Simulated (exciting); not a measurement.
# Na K-edge absorption of NaF (Villiaumite), all-electron BSE, part 2 of 2

How far do the exchange and direct terms reshape the Na K edge of NaF (Villiaumite)?

exciting sodium; X-ray absorption, core-level Bethe-Salpeter equation, exchange and statically screened direct term, Tamm-Dancoff, all-electron LAPW+lo PBEsol.

So far. Step 6 (Exchange alone): Maxima (height): 6.8 eV (0.38), 13.4 eV (1.08) and 22.0 eV (0.74). The spectrum is that of the independent-particle run within 1 %. Step 8 (Another input): The input has a fault: far too few conduction bands in the BSE. Against the singlet run the r.m.s. difference is 74 %. The highest maximum lies at 1.2 eV (0.38), against 7.8 eV (1.00). Transitions to the missing bands are absent and can't mix into the lines that are left.

## (9) Coarser mesh

Changed against the first singlet run: k mesh from 6×6×6 to 4×4×4.

Input file input.xml:

```
<input>
  <title>NaF</title>
  <structure speciespath="." autormt="false" epslat="1.0e-5">
    <crystal>
      <basevect>0.0000000000 4.3841646083 4.3841646083</basevect>
      <basevect>4.3841646083 0.0000000000 4.3841646083</basevect>
      <basevect>4.3841646083 4.3841646083 0.0000000000</basevect>
    </crystal>
    <species speciesfile="Na.xml" rmt="2.240">
      <atom coord="0.0000000000 0.0000000000 0.0000000000"/>
    </species>
    <species speciesfile="F.xml" rmt="2.013">
      <atom coord="0.5000000000 0.5000000000 0.5000000000"/>
    </species>
  </structure>
  <groundstate do="skip" xctype="GGA_PBE_SOL" ngridk="5 5 5" rgkmax="7" gmaxvr="14" nempty="8" swidth="0.001" maxscl="100" epsengy="1e-5"/>
  <xs xstype="BSE" ngridk="4 4 4" ngridq="4 4 4" vkloff="0.097 0.273 0.493" rgkmax="7" nempty="16" gqmax="3" lmaxapwwf="5" lmaxemat="2" broad="0.01654" tevout="true">
    <energywindow intv="37.307 38.924" points="440"/>
    <screening screentype="full" nempty="31"/>
    <BSE xas="true" xasspecies="1" xasatom="1" xasedge="K" bsetype="singlet" nstlxas="1 12"/>
    <qpointset>
      <qpoint>0 0 0</qpoint>
    </qpointset>
    <plan>
      <doonly task="xsgeneigvec"/>
      <doonly task="writepmatxs"/>
      <doonly task="scrgeneigvec"/>
      <doonly task="scrwritepmat"/>
      <doonly task="screen"/>
      <doonly task="scrcoulint"/>
      <doonly task="exccoulint"/>
    </plan>
  </xs>
</input>
```

Input file input.xml for the last start (plan only):

```
  <plan>
    <doonly task="bse"/>
  </plan>
```

Run with:

```bash
> OMP_NUM_THREADS=1 mpirun -n 4 exciting
> OMP_NUM_THREADS=4 exciting
```

Numbers of over 12 decimals in the logs are rounded to 6 here.

The log of the run:

```text
| EXCITING SODIUM started for task xsgeneigvec ( 301)                          =
One-shot GS runs for BSE calculations
One-shot GS runs for k+qmt/2 grids
Info(xsgeneigvec): Generating eigenvectors for Q-point      1
Info(xsgeneigvec): Generation of eigenvectors finished
| EXCITING SODIUM started for task writepmatxs ( 320)                          =
Info(writepmatxs): Momentum matrix elements finished
| EXCITING SODIUM started for task scrgeneigvec ( 401)                         =
One-shot GS runs for BSE calculations
One-shot GS runs for k+qmt/2 grids
[...]
Info(setup_bse_block): Setting up RR part of hamiltonian
Info(setup_bse_block): Singlet spin state
Info(bse): Diagonalizing RR Hamiltonian (TDA)
Info(bse): Invoking Lapack routine ZHEEVR
      1536 eigen solutions found in the interval:
         i1=       1 i2=    1536
Info(bse): Writing excition energies and oscillator strengths to text file.
Info(makespectrum_dist): Making spectrum using formula for coupling with time reversed AR basis.
Info(makespectrum_dist): Using formalism for vanishing momentum transfer.
Info(writederived): Writing quantities derived from the macroscopic dielectric function.
Info(bselauncher): Spectrum finished for iqmt=  1
Info(bselauncher): All done for BSE type singlet
```

Run time: 96 s. Hardware: 4 MPI ranks of Arm Neoverse V1, shared host.

Wall time by task: xsgeneigvec 1.8 s, writepmatxs 3 s, scrgeneigvec 1.4 s, scrwritepmat 1.3 s, screen 7.9 s, scrcoulint 24 s, exccoulint 53 s, bse 2.4 s.

These settings are cheaper. The spectrum differs from the singlet run by 6 % r.m.s. The highest maximum lies at 8.4 eV (0.99), against 7.8 eV (1.00). The first bright state moves from -0.78 to -0.90 eV. The lowest bare transition of this run lies at 0.42 eV, against 0.19. A coarse mesh samples few band energies, and it inflates the long-range part of the attraction.

```
E (eV)  first run  this run
  -4.0       0.03      0.03
  -3.0       0.04      0.04
  -2.0       0.09      0.08
  -1.0       0.32      0.29
   0.0       0.76      0.72
   1.0       0.78      0.77
   2.0       0.61      0.60
   3.0       0.46      0.46
   4.0       0.39      0.40
   5.0       0.34      0.33
   6.0       0.30      0.30
   7.0       0.63      0.60
   8.0       0.99      0.94
   9.0       0.78      0.84
  10.0       0.45      0.45
  11.0       0.29      0.29
  12.0       0.20      0.20
  13.0       0.15      0.16
  14.0       0.16      0.16
  15.0       0.16      0.16
  16.0       0.24      0.24
  17.0       0.43      0.40
  18.0       0.40      0.40
  19.0       0.32      0.31
  20.0       0.20      0.21
  21.0       0.14      0.15
  22.0       0.11      0.11
  23.0       0.08      0.09
```

## (10) The levels of theory side by side

```csv
level,curve passes 0.15 (eV),highest maximum (eV),its height
IP,3.6,13.4,1.08
RPA,3.6,13.4,1.08
singlet,-1.4,7.8,1.00
```

```csv
E (eV),IP,RPA,singlet
-4.0,0.01,0.01,0.03
-3.0,0.01,0.01,0.04
-2.0,0.01,0.01,0.09
-1.0,0.01,0.01,0.32
0.0,0.02,0.02,0.76
1.0,0.03,0.03,0.78
2.0,0.06,0.06,0.61
3.0,0.11,0.11,0.46
4.0,0.19,0.19,0.39
5.0,0.27,0.27,0.34
6.0,0.28,0.28,0.30
7.0,0.36,0.36,0.63
8.0,0.19,0.19,0.99
9.0,0.17,0.17,0.78
10.0,0.24,0.24,0.45
11.0,0.37,0.37,0.29
12.0,0.60,0.59,0.20
13.0,0.98,0.97,0.15
14.0,0.85,0.85,0.16
15.0,0.45,0.45,0.16
16.0,0.31,0.31,0.24
17.0,0.25,0.25,0.43
18.0,0.26,0.26,0.40
19.0,0.32,0.32,0.32
20.0,0.38,0.38,0.20
21.0,0.65,0.65,0.14
22.0,0.74,0.74,0.11
23.0,0.57,0.58,0.08
```

## (11) Summary of results

| Quantity | Value |
| --- | --- |
| absorber and edge | Na K, atom 1 |
| surroundings | 6 F at 2.32 Å (octahedral, site symmetry m-3m) |
| first bright state | -0.78 eV from the Kohn–Sham onset, on this mesh |
| highest maximum | 7.8 eV |
| cost of the BSE run | 9.3 min on 4 MPI ranks of Arm Neoverse V1, shared host; the last task ran on as many threads |

**Reading.** Is a core exciton bound? Yes on this mesh: the first bright state (over 5 % of the brightest) lies at -0.78 eV from the Kohn–Sham onset and at -0.97 eV from the lowest bare transition of its own mesh; weaker or dark states reach down to -2.42 eV. Changing the half width (eV) from 0.45 to 1.35 alters the spectrum by 25 % r.m.s. Exchange alone changes the independent-particle spectrum by 0.6 % r.m.s. Binding energies aren't converged on 216 k points. The kernel cutoff is low for a compact core orbital, so the effect of exchange is a lower bound. The zero comes from the unshifted 5×5×5 ground-state mesh; it is exact only where the band minimum lies on that mesh. The Kohn–Sham onset, 1027 eV, is no photon energy (tabulated edge of the element: 1070.8 eV): the scale needs a rigid shift. Bands and screening come from semilocal DFT, whose small gap overscreens. Vibrations and energy-dependent lifetimes are left out. The structure is a published determination, not relaxed.

[Banner, clock and machine lines of the logs are left out without a mark of their own.]

[Logs are printed without paths, hosts, clocks, repeated set-up lines and the standing remarks that a program may print on its own settings, such as how far it seeks lower states.]

[Hosts, paths, dates, database ids (printed as entryN), source tags and the programs' standing remarks are cut or masked in the printed files.]
